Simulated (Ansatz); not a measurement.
# Quasi-harmonic thermodynamics of AgC (hypothetical, P4/mmm), part 2 of 3

Wanted: α(T), C_P(T) and B(T) of AgC (hypothetical) in the quasi-harmonic approximation. The crystal structure is hypothetical: it was made by swapping elements on a known structure type.

Ansatz 0.2.0; DFT PBEsol, scalar-relativistic, plane waves, PAW.

So far. Step 2 (A first coarse run): The start is under -19 GPa at this level and looks like a metal on this mesh.

## 4. Finding the static equilibrium

The vibrations must be taken about the equilibrium of this functional, not about the starting cell, so the structure is relaxed.

Input file input.yaml:

```yaml
crystal:
  lattice:
    - [3.0986591827, 0.0, 0.0]
    - [0.0, 3.0986591827, 0.0]
    - [0.0, 0.0, 2.6078247111]
  atoms:
    - { symbol: Ag, position: [0.0, 0.0, 0.1445710487] }
    - { symbol: C, position: [0.5, 0.5, 0.1454289513] }
kpoints:
  mp_grid: { grid: [14, 14, 16] }
hamiltonian:
  xc: pbesol
scf:
  occupations: { method: gaussian, width: 0.1 }
output:
  forces: true
  stress: true
  eigenvalues: true
  write_density: true
  write_potential: true
  elf: true
  volumetric_format: npy
relax:
  adjacent_minimum: "off"
  f_tol: 0.005
  max_steps: 80
  cell: { stress_tol: 0.05 }
```

Run with:

```sh
$ ansatz run input.yaml --threads 4 --pin off --max-ram 8192MiB --backend cpu --events-out ev --progress --plain --runs-dir out
```

Numbers of over 12 decimals in the logs are rounded to 6 here.

Log:

```text
[...]
Crystal: 2 atoms, lattice volume = 25.040 Å³
Basis set: ecut = 420 eV, 505 PW (Γ), exchange–correlation on 48×48×36 points (8 copies of the dense FFT grid, shifted against one another)
Bands: 16, of which v1, the nominal top of the filled ones, is band 12 counted from 1 (11 counted from 0)
Symmetry: 8 space group operations
[...]
k-points: 324 of 3136 (time reversal used)
[...]
SCF iter   1: F=—  HF=-7764.430579 eV  |F-HF|=—  |Δ(HF+E_count)|=         —  Δρ=9.62e-3  dr2=2.04e-2  ethr=1.77e-3  ⟨swp⟩=4.5  Hψ=22568  notcnv=0
[...]
SCF iter   6: F=-7764.425833 eV  HF=-7764.425833 eV  |F-HF|=1.55e-11  |Δ(HF+E_count)|=   2.42e-9  Δρ=5.53e-7  dr2=4.87e-11  ethr=8.79e-11  ⟨swp⟩=4.9  Hψ=26603  notcnv=0
the search or the solves at the SCF's close seem to have found levels that the self-consistency loop had missed (the run counts 1). By its estimate they hold under 1e-12 electrons; where the run keeps them, the occupations were computed again with them
SCF 1 converged in 6 iterations: F = -7764.425833 eV  dr2 = 4.87e-11
[...]
relax step   1: F+E_penalty+E_count = -7764.42583315 eV  Δ(F+E_penalty+E_count) = +0.000e0 eV  max|allowed force component| = 2.235e-3 eV/Å  Δτ_max = 0.0000 Å  P = +0.446 GPa  Ω = 25.040 Å³  (6 SCF iters, dr2 threshold 1.00e-7 eV, accepted)
Crystal: 2 atoms, lattice volume = 25.328 Å³
[...]
SCF iter   6: F=-7764.430880 eV  HF=-7764.430880 eV  |F-HF|=1.18e-11  |Δ(HF+E_count)|=  5.18e-11  Δρ=3.70e-7  dr2=2.35e-11  ethr=1.32e-12  ⟨swp⟩=4.0  Hψ=23626  notcnv=0
SCF 2 converged in 6 iterations: F = -7764.430880 eV  dr2 = 2.35e-11
relax step   2: F+E_penalty+E_count = -7764.43087985 eV  Δ(F+E_penalty+E_count) = -5.047e-3 eV  max|allowed force component| = 1.493e-3 eV/Å  Δτ_max = 0.0003 Å  P = -0.556 GPa  Ω = 25.328 Å³  energy of the carried Pulay correction = -3.070e-4 eV  (6 SCF iters, dr2 threshold 2.00e-7 eV, accepted)
Crystal: 2 atoms, lattice volume = 25.155 Å³
Basis set: ecut = 420 eV, 521 PW (Γ), exchange–correlation on 48×48×36 points (8 copies of the dense FFT grid, shifted against one another)
[...]
SCF iter   6: F=-7764.431811 eV  HF=-7764.431811 eV  |F-HF|=5.64e-11  |Δ(HF+E_count)|=   2.61e-9  Δρ=1.20e-6  dr2=1.14e-10  ethr=8.16e-11  ⟨swp⟩=4.5  Hψ=25538  notcnv=0
SCF 3 converged in 6 iterations: F = -7764.431811 eV  dr2 = 1.14e-10
relax step   3: F+E_penalty+E_count = -7764.43181126 eV  Δ(F+E_penalty+E_count) = -9.314e-4 eV  max|allowed force component| = 7.783e-4 eV/Å  Δτ_max = 0.0003 Å  P = +1.138 GPa  Ω = 25.155 Å³  energy of the carried Pulay correction = -1.222e-5 eV  (6 SCF iters, dr2 threshold 2.00e-7 eV, accepted)
[...]
relax step   4: F+E_penalty+E_count = -7764.43228400 eV  Δ(F+E_penalty+E_count) = -4.727e-4 eV  max|allowed force component| = 7.165e-4 eV/Å  Δτ_max = 0.0000 Å  P = +0.049 GPa  Ω = 25.323 Å³  energy of the carried Pulay correction = -2.444e-4 eV  (6 SCF iters, dr2 threshold 2.00e-7 eV, accepted)
[...]
relax step   5: F+E_penalty+E_count = -7764.43227274 eV  Δ(F+E_penalty+E_count) = +1.126e-5 eV  max|allowed force component| = 3.822e-5 eV/Å  Δτ_max = 0.0004 Å  P = -0.000 GPa  Ω = 25.338 Å³  energy of the carried Pulay correction = -2.607e-4 eV  (6 SCF iters, accepted)
[...]
relax step   6: F+E_penalty+E_count = -7764.43265118 eV  Δ(F+E_penalty+E_count) = -3.784e-4 eV  max|allowed force component| = 3.797e-5 eV/Å  Δτ_max = 0.0000 Å  P = +0.025 GPa  Ω = 25.338 Å³  stress off target by 7.42e-2 GPa  SCF on the basis re-selected at this cell (its energy is not comparable with the rows above)  (6 SCF iters)
[...]
relax step   7: F+E_penalty+E_count = -7764.43264286 eV  Δ(F+E_penalty+E_count) = +8.324e-6 eV  max|allowed force component| = 6.168e-6 eV/Å  Δτ_max = 0.0000 Å  P = +0.001 GPa  Ω = 25.348 Å³  energy of the carried Pulay correction = -1.201e-5 eV  (6 SCF iters, accepted)
[...]
SCF iter   7: F=-7764.432655 eV  HF=-7764.432655 eV  |F-HF|=9.09e-13  |Δ(HF+E_count)|=    0.00e0  Δρ=1.71e-9  dr2=3.45e-16  ethr=1.00e-12  ⟨swp⟩=1.8  Hψ=12440  notcnv=0
SCF 8 converged in 7 iterations: F = -7764.432655 eV  dr2 = 3.45e-16
relax step   8: F+E_penalty+E_count = -7764.43265505 eV  Δ(F+E_penalty+E_count) = -1.219e-5 eV  max|allowed force component| = 6.226e-6 eV/Å  Δτ_max = 0.0000 Å  P = +0.001 GPa  Ω = 25.348 Å³  stress off target by 7.72e-3 GPa  SCF on the basis re-selected at this cell (its energy is not comparable with the rows above)  (7 SCF iters)
[...]
SCF converged after 7 iterations
Free energy (F): -7764.432655 eV
[...]
Internal energy: -7764.425993 eV  (E = F + TS)
E sigma→0 (E₀):  -7764.429324 eV
Entropy (-TS):   -0.006662 eV (-3.331 meV/atom)
Fermi energy:    14.135151 eV
[...]
--- Stress (GPa, compression-positive) ---
       -0.002639      -0.000000       0.000000
       -0.000000      -0.002639       0.000000
        0.000000       0.000000       0.007722
  P = ⅓ Tr σ = 0.0008 GPa (0.008 kbar)
--- Band table (eV; the first three rows and the last of 324) ---
  k-point 0: bands = [... 8 lower, 10.1758, 10.1758, 13.4226, 13.4226, 16.3543, 18.7589, 26.8410, 28.8706]
  k-point 1: bands = [... 8 lower, 10.1146, 10.1146, 13.4698, 13.4698, 16.0941, 18.8054, 26.8597, 29.0264]
  k-point 2: bands = [... 8 lower, 9.9480, 9.9480, 13.5979, 13.5979, 15.4117, 18.9299, 26.9163, 29.2373]
  k-point 323: bands = [... 8 lower, 10.7843, 11.8401, 11.8401, 12.0658, 13.3432, 20.0475, 23.5237, 24.4267]
--- Relaxed structure (6 steps of the walk, 6 accepted, 2 SCFs on fresh bases) ---
[...]
cell:  # Å, volume = 25.3484 Å³
    - [3.080499, 0, 0]
    - [0.0, 3.080499, 0.0]
    - [0, 0.0, 2.671215]
  atoms:
    - { symbol: Ag, position: [0, 0.0, 0.145001] }
    - { symbol: C, position: [0.500000, 0.500000, 0.144999] }
```

Elapsed: 28 s, on 4 threads of Arm Neoverse V1, shared host; peak memory 0.47 GiB.

Relaxation path:

| step | energy less that of the first step (eV) | largest force component (eV/Å) | pressure (GPa) | volume (Å³) |
| --- | --- | --- | --- | --- |
| 1 | 0.0000 | 0.0022 | 0.45 | 25.04 |
| 2 | -0.0050 | 0.0015 | -0.56 | 25.33 |
| 3 | -0.0060 | 0.0008 | 1.14 | 25.15 |
| 4 | -0.0065 | 0.0007 | 0.05 | 25.32 |
| 5 | -0.0064 | 0.0000 | 0.00 | 25.34 |
| 6* | -0.0068 | 0.0000 | 0.03 | 25.34 |
| 7 | -0.0068 | 0.0000 | 0.00 | 25.35 |
| 8* | -0.0068 | 0.0000 | 0.00 | 25.35 |

Relaxation steps marked * repeat the geometry before them on a plane-wave basis chosen anew for their cell, so energy and pressure can jump there.

The run keeps the 8 symmetry operations that it works with, so distortions that break them were not tested.

| cell as run | before | after | change |
| --- | --- | --- | --- |
| a (Å) | 3.099 | 3.080 | -0.6 % |
| b (Å) | 3.099 | 3.080 | -0.6 % |
| c (Å) | 2.608 | 2.671 | +2.4 % |
| volume (Å³/atom) | 12.52 | 12.67 | +1.2 % |

Final coordinates:

```xyz
2
Lattice="3.0805 0.0000 0.0000 0.0000 3.0805 0.0000 0.0000 0.0000 2.6712" Properties=species:S:1:pos:R:3 pbc="T T T"
Ag    0.0000    0.0000    0.3873
C     1.5402    1.5402    0.3873
```

Numbers from this step:

* pressure: 8.15e-4 GPa
* volume per atom: 12.67 Å³

Valence density in the ab plane at fractional z = 0.145, with atoms of Ag and C within 0.2 Å of it. It is the smooth field of the valence electrons, not physical close to the nuclei.

Ten even steps from '0' (0 e/Å³) to '9' (21 e/Å³):
```
8752000000000257
5531000000000135
2210000000000012
1000000000000000
0000000000000000
0000000000000000
0000000000000000
0000000000000000
0000000000000000
0000000000000000
0000000000000000
1000000000000000
2210000000000012
5531000000000135
8752000000000257
9852100000001258
```
Columns run along a (3.1 Å), rows up along b (3.1 Å). Atoms in or near the plane, at fractional coordinates: Ag at (0.00, 0.00), C at (0.50, 0.50).

Electrostatic potential energy in the ab plane at fractional z = 0.145, with atoms of Ag and C within 0.2 Å of it. With pseudopotentials it is smooth inside the atoms' cores, unlike the true potential.

Ten even steps from '0' (-58 eV) to '9' (15 eV):
```
3345689999986543
4445789999987544
5556899999998655
6678999989999876
8889998666899988
9999985323589999
9999963000369999
9999862000268999
9999963000369999
9999985323589999
8889998666899988
6678999989999876
5556899999998655
4445789999987544
3345689999986543
3345689999986543
```
Columns run along a (3.1 Å; values clipped at the 3rd and 97th percentile), rows up along b (3.1 Å). Atoms in or near the plane, at fractional coordinates: Ag at (0.00, 0.00), C at (0.50, 0.50).

ELF in the ab plane at fractional z = 0.145, with atoms of Ag and C within 0.2 Å of it. It is the smooth field of the valence electrons, not physical close to the nuclei.

Ten even steps from '0' (0.03) to '9' (0.87):
```
9876421111124678
8764322333223467
6643224666422346
4432257888752234
2222589999985222
1124799767997421
1136897313798631
1136896101698631
1136897313798631
1124799767997421
2222589999985222
4432257888752234
6643224666422346
8764322333223467
9876421111124678
9986421111124689
```
Columns run along a (3.1 Å), rows up along b (3.1 Å). Atoms in or near the plane, at fractional coordinates: Ag at (0.00, 0.00), C at (0.50, 0.50).

The relaxation ends with a pressure of 0.00 GPa.

## 5. Tight relaxation

The relaxation is repeated with tighter thresholds on force and stress, since phonons are sensitive to what is left; a change of mesh or smearing in the input moves the cell too.

Input file input.yaml:

```yaml
crystal:
  lattice:
    - [3.0804985335, 0.0, 0.0]
    - [0.0, 3.0804985335, 0.0]
    - [0.0, 0.0, 2.6712151803]
  atoms:
    - { symbol: Ag, position: [0.0, 0.0, 0.1450014256] }
    - { symbol: C, position: [0.5, 0.5, 0.1449985744] }
kpoints:
  mp_grid: { grid: [16, 16, 16] }
hamiltonian:
  xc: pbesol
scf:
  occupations: { method: methfessel_paxton, width: 0.2 }
output:
  forces: true
  stress: true
  eigenvalues: true
relax:
  adjacent_minimum: "off"
  f_tol: 0.001
  max_steps: 60
  cell: { stress_tol: 0.01 }
```

Log:

```text
[...]
k-point 404: bands = [... 8 lower, 10.8216, 11.8822, 11.8822, 12.0750, 13.3647, 20.0748, 23.5887, 24.4622]
--- Relaxed structure (4 steps of the walk, 4 accepted, 1 SCFs on fresh bases) ---
[...]
cell:  # Å, volume = 25.3117 Å³
    - [3.082228, 0.0, 0.0]
    - [0.0, 3.082228, 0.0]
    - [0.0, 0.0, 2.664356]
  atoms:
    - { symbol: Ag, position: [0, 0, 0.145] }
    - { symbol: C, position: [0.5, 0.5, 0.145] }
[key lines of the parts left out:]
SCF converged after 5 iterations
Free energy (F): -7764.428071 eV
Fermi energy:    14.156222 eV
P = ⅓ Tr σ = -0.0004 GPa (-0.004 kbar)
```

The job ended after 11 s (4 threads; peak memory 0.45 GiB).

Step by step:

| step | energy less that of the first step (eV) | largest force component (eV/Å) | pressure (GPa) | volume (Å³) |
| --- | --- | --- | --- | --- |
| 1 | 0.0000 | 0.0000 | -0.05 | 25.35 |
| 2 | -0.0001 | 0.0000 | 0.05 | 25.32 |
| 3 | -0.0001 | 0.0000 | -0.04 | 25.32 |
| 4 | -0.0001 | 0.0000 | 0.00 | 25.31 |
| 5* | -0.0001 | 0.0000 | 0.00 | 25.31 |

Relaxation steps marked * repeat the geometry before them on a plane-wave basis chosen anew for their cell, so energy and pressure can jump there.

Forces are held to the 16 operations that the run works with; a distortion that breaks them can't arise in this run.

| conventional cell, symmetrised | before | after | change |
| --- | --- | --- | --- |
| a (Å) | 3.080 | 3.082 | +0.1 % |
| b (Å) | 3.080 | 3.082 | +0.1 % |
| c (Å) | 2.671 | 2.664 | -0.3 % |
| volume (Å³/atom) | 12.67 | 12.66 | -0.1 % |

Final coordinates:

```
Ag C
1.0
     3.08223    0.00000    0.00000
     0.00000    3.08223    0.00000
     0.00000    0.00000    2.66436
Ag C
1 1
Direct
  0.00000 0.00000 0.14500
  0.50000 0.50000 0.14500
```

This step gave:

```yaml
pressure: -4.39e-4 GPa
volume_per_atom: 12.66 Å³
```

The residual pressure is -4.4e-4 GPa, small enough for phonons.

## 6. The quasi-harmonic study, q-mesh 2×2×2

Thermal expansion follows from how the free energy of the vibrations (and of the electrons in a metal) changes with strain, so the program makes strained cells, their phonons and a fit in one run.

input.yaml, the sections that differ from step 5:

```yaml
crystal:
  lattice:
    - [3.0822278451, 0.0, 0.0]
    - [0.0, 3.0822278451, 0.0]
    - [0.0, 0.0, 2.6643556052]
  atoms:
    - { symbol: Ag, position: [0.0, 0.0, 0.145] }
    - { symbol: C, position: [0.5, 0.5, 0.145] }
output:
  eigenvalues: true
phonons:
  method: dfpt
  qmesh: [2, 2, 2]
  temperatures: { t_max: 800.0, t_step: 50 }
  thermal_expansion: {}
# kpoints, hamiltonian, scf: as in step 5
# relax: removed
```

Log:

```text
Warning: crystal.symmetry: narrowed to the stabiliser of the run's FFT grids — unitary ops 16 → 8. A phonons.method: dfpt run fills in the rows of the dynamical matrix that it does not solve by its symmetry operations, which is exact only for operations that map its FFT grids onto themselves: filled in by any other, the frequencies could depend on the order in which like atoms are typed, or, by more than the grids' own error, on where the crystal sits among the grids' points. Excluded: 8 operations. The run can therefore solve more perturbations, solve them on more k-points, or both, and cost more. [rest of the remark cut]
The last accepted step is kept in <dir> (removed where the run ends without a failure and the disk answers)
Engine: ansatz 0.2.0, aarch64-unknown-linux-gnu
Pseudopotentials: kind: paw
Pseudopotential: Ag, paw, valence charge 19, recommended cutoff 420 eV (normal), Ag.paw.azcp
Pseudopotential: C, paw, valence charge 4, recommended cutoff 420 eV (normal), C.paw.azcp
Functional definition: PBEsol
  exchange = pbesol_x
  correlation = pbesol_c
Crystal: 2 atoms, lattice volume = 25.312 Å³
Basis set: ecut = 487.2 eV, 633 PW (Γ), exchange–correlation on 48×48×40 points (8 copies of the dense FFT grid, shifted against one another)
Bands: 16, of which v1, the nominal top of the filled ones, is band 12 counted from 1 (11 counted from 0)
Symmetry: 16 space group operations
Space group: P4/mmm (ITA 123), of the structure as read, at distance tolerance 2.9e-5 Å
k-points: 405 of 4096
Non-local potential: Ag, projectors of the file, l = 0: 3, l = 1: 2, l = 2: 2, l = 3: 1
Non-local potential: C, projectors of the file, l = 0: 2, l = 1: 2, l = 2: 1
PAW form: soft (Blöchl's): semilocal exchange-correlation on the pseudo side does not see the compensation charge
PAW frozen core: Ag, regenerated for the run's functional, and the local potential with it (the file was generated under x = pbe(κ = 0.804, μ = 0.219515), c = pbe(β = 0.066725))
PAW frozen core: C, regenerated for the run's functional, and the local potential with it (the file was generated under x = pbe(κ = 0.804, μ = 0.219515), c = pbe(β = 0.066725))
PAW one-centre angular grid: Ag, 590 points (default); XC on 64 Gauss nodes
PAW one-centre angular grid: C, 110 points (default); XC on 64 Gauss nodes
Initial density: superposition of atomic densities (neutral atoms: chi_scale 0, normalization atom), corrected by the library's trained network
Initial wavefunctions: pseudopotential atomic-orbital guess
Functional: x = pbesol(κ = 0.804, μ = 0.123457), c = pbesol(β = 0.046)
SCF iter   1: F=—  HF=-7764.436035 eV  |F-HF|=—  |Δ(HF+E_count)|=         —  Δρ=9.33e-3  dr2=1.95e-2  ethr=1.77e-3  ⟨swp⟩=4.5  Hψ=27676  notcnv=0
[...]
Harris-Foulkes:  -7764.431807 eV  (|F-HF|=0.00e0)
Internal energy: -7764.431118 eV  (E = F + TS)
E sigma→0 (E₀):  -7764.431635 eV
Entropy (-TS):   -0.000689 eV (-0.344 meV/atom)
Fermi energy:    14.155587 eV
--- Per-component energies (eV) ---
  E_band       = -277.684898
  E_kinetic    = 606.237348
  E_local      = -2622.722908  (includes V_loc(G=0)·N_el)
  E_nonlocal   = 108.351491
  E_hartree    = 1167.068666
  E_xc         = -229.530937
  E_vxc        = -291.302286  (∫ρ·V_xc dr)
  E_paw        = -3926.249339  (= ΣΔE_a)
  E_vpaw       = -412.385990  (= ΣTr[D̂ρ^β])
  E_aug_tail   = 0.000073  (compensation charges beyond the density's cutoff)
  E_ewald      = -2867.929352
  E_core_change = 0.343840  (= ΣΔE_core)
  E_smearing   = -0.000689  (= −TS)
  E_closure    = -0.000000  (closes the sum)
  Σ components = -7764.431807   (vs F -7764.431807, Δ=0.00e0)
--- Forces (eV/Å), atoms counted from 1 ---
  atom   1  Ag     0.00000000    -0.00000000     0.00000000
  atom   2  C     -0.00000000    -0.00000000     0.00000000
  max |Σ_I F_I| component: 3.10e-24 eV/Å
--- Stress (GPa, compression-positive) ---
       -0.025633       0.000000      -0.000000
        0.000000      -0.025633       0.000000
       -0.000000       0.000000       0.010539
  P = ⅓ Tr σ = -0.0136 GPa (-0.136 kbar)
--- Band table (eV; the first three rows and the last of 405) ---
  k-point 0: bands = [... 8 lower, 10.2102, 10.2102, 13.4407, 13.4407, 16.4235, 18.7661, 26.8478, 28.9601]
  k-point 1: bands = [... 8 lower, 10.1477, 10.1477, 13.4883, 13.4883, 16.1605, 18.8127, 26.8667, 29.1157]
  k-point 2: bands = [... 8 lower, 9.9779, 9.9779, 13.6185, 13.6185, 15.4723, 18.9374, 26.9237, 29.3249]
  k-point 404: bands = [... 8 lower, 10.8206, 11.8817, 11.8817, 12.0746, 13.3648, 20.0742, 23.5878, 24.4612]
── thermal expansion: 5 new cells, 5 in all ──
thermal expansion: relaxation of cell 2
thermal expansion: relaxation of cell 3
thermal expansion: relaxation of cell 4
thermal expansion: relaxation of cell 5
── thermal expansion: 3 new cells, 8 in all ──
thermal expansion: relaxation of cell 6
thermal expansion: lower-state search of cell 6
thermal expansion: electrons of cell 6
thermal expansion: phonons of cell 6
WARN: thermal expansion: vibrations_at_or_below_zero in the phonons of 1 cell: 6
this run last wrote the structure of step 1 to <dir>
--- Relaxed structure (1 steps of the walk, 1 accepted, 0 SCFs on fresh bases) ---
  F+E_penalty+E_count = -7764.43180681 eV   max|allowed force component| = 3.502e-24 eV/Å
  atoms:
    - { symbol: Ag, position: [0.0, 0.0, 0.145] }
    - { symbol: C, position: [0.5, 0.5, 0.145] }
--- Thermal expansion: 8 cells in 2 rounds, 0 GPa ---
  no lower state was reached at cell 6; its state was not examined: fill_not_monotonic
  not told: vibrations stand at or below zero in cell 6 (1.000 modes a cell, the lowest at -579.6 cm⁻¹): the crystal is at no minimum there, or its k-points are too few: type the crystal that it becomes, another pressure, or a denser kpoints.mp_grid, in a new run
  vibrations_at_or_below_zero in the phonons of 1 cell: 6
Error: vibrations stand at or below zero in cell 6 (1.000 modes a cell, the lowest at -579.6 cm⁻¹): the crystal is at no minimum there, or its k-points are too few: type the crystal that it becomes, another pressure, or a denser kpoints.mp_grid, in a new run
[key lines of the parts left out:]
SCF converged after 7 iterations
Free energy (F): -7764.431807 eV
```

It took 4.5 min on 4 threads; peak memory 1.3 GiB.

The run ended with an error.

The program's message: “vibrations stand at or below zero in cell 6 (1.000 modes a cell, the lowest at -579.6 cm⁻¹): the crystal is at no minimum there, or its k-points are too few: type the crystal that it becomes, another …”

[end of part 2 of 3]

[Logs are printed without paths, hosts, clocks, repeated set-up lines and the standing remarks that a program may print on its own settings, such as how far it seeks lower states.]

[Hosts, paths, dates, database ids (printed as entryN), source tags and the programs' standing remarks are cut or masked in the printed files.]

[A step with changed settings may run another functional than the one named; its input shows which.]
